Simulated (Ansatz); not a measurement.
# Direct or indirect: BP (F-43m)

```cif
data_structure
_symmetry_space_group_name_H-M 'F-43m'
_symmetry_Int_Tables_number 216
_cell_length_a 4.5380
_cell_length_b 4.5380
_cell_length_c 4.5380
_cell_angle_alpha 90.000
_cell_angle_beta 90.000
_cell_angle_gamma 90.000
_cell_volume 93.45
loop_
_atom_site_label
_atom_site_type_symbol
_atom_site_symmetry_multiplicity
_atom_site_Wyckoff_symbol
_atom_site_fract_x
_atom_site_fract_y
_atom_site_fract_z
_atom_site_occupancy
P1 P 4 c 0.25000 0.25000 0.25000 1
B1 B 4 a 0.00000 0.00000 0.00000 1
```

Method: Ansatz, PBE, independent particles, without spin-orbit coupling, line width 0.15 eV (Gaussian). The band structure gives a fundamental gap of 1.24 eV. The spectrum of vertical transitions near the edge:

```csv
E (eV),"Im ε, E ∥ xyz"
0.78,0.00
0.96,0.00
1.14,0.00
1.32,0.00
1.50,0.00
1.68,0.00
1.86,0.00
2.04,0.00
2.22,0.00
2.40,0.00
2.58,0.00
2.76,0.00
2.94,0.00
3.12,0.01
3.30,0.26
3.48,1.75
3.66,3.30
3.84,4.23
4.02,4.99
4.20,5.77
4.38,6.63
4.56,7.63
```

Is the gap direct or indirect, and about where do vertical transitions set in?

Indirect, by the band path, whose least direct gap is 3.40 eV. The curves fit this: they stay near zero above 1.24 eV and rise only from about 3.4 eV, though a forbidden direct transition would look alike. Lines are broadened by 0.15 eV, which spreads the edge, and phonons, which would give weak absorption from the fundamental gap up, are left out.

[Logs are printed without paths, hosts, clocks, repeated set-up lines and the standing remarks that a program may print on its own settings, such as how far it seeks lower states.]
